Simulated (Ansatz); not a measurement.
Rows from a G0W0 calculation on ZrSe3 (P2_1/m) (Ansatz 0.2.0; G0W0 on r2SCAN, plane waves, PAW; 4×4×2 mesh, 792 empty bands, screening to 150 eV), in eV. Spin-orbit coupling is left out.

```tsv
row	k	band	start	Σx	Σc at the solution	Vxc
A	(-0.500, 0.000, 0.000)	v1	9.028	-17.917	1.468	-16.045
B	Γ	c1	10.402	-9.646	-4.464	-14.246
C	(-0.500, 0.000, 0.000)	c1	9.954	-11.177	-3.183	-14.609
D	Γ	c2	10.786	-9.845	-4.943	-14.990
E	Γ	v1	9.323	-18.135	1.489	-16.283
F	(-0.500, 0.000, 0.000)	c2	10.292	-11.320	-3.373	-14.981
```

Q: Give the quasiparticle energies and the shift of each level.

The quasiparticle equation reads E = start + Σx + Σc(E) − Vxc.

```tsv
row	E (eV)	shift (eV)
A	8.624	−0.404
B	10.538	+0.136
C	10.203	+0.248
D	10.987	+0.202
E	8.960	−0.363
F	10.581	+0.289
```

The gap over the computed points goes from 0.63 eV to 1.24 eV.

Limits: not at the basis limit; no spin-orbit coupling; coarse k mesh.

[Paths, hosts, dates, memory and timing lines, banners, echoed tables and standing remarks are left out of the program output.]

[Logs are printed without paths, hosts, clocks, repeated set-up lines and the standing remarks that a program may print on its own settings, such as how far it seeks lower states.]

[Runs of the session that timed out or met a known fault of the program may be left out.]

[Cells called generated may have been cut or substituted from an entry of the Crystallography Open Database or the Materials Project.]

[Hosts, paths, dates, database ids (printed as entryN), source tags and the programs' standing remarks are cut or masked in the printed files.]
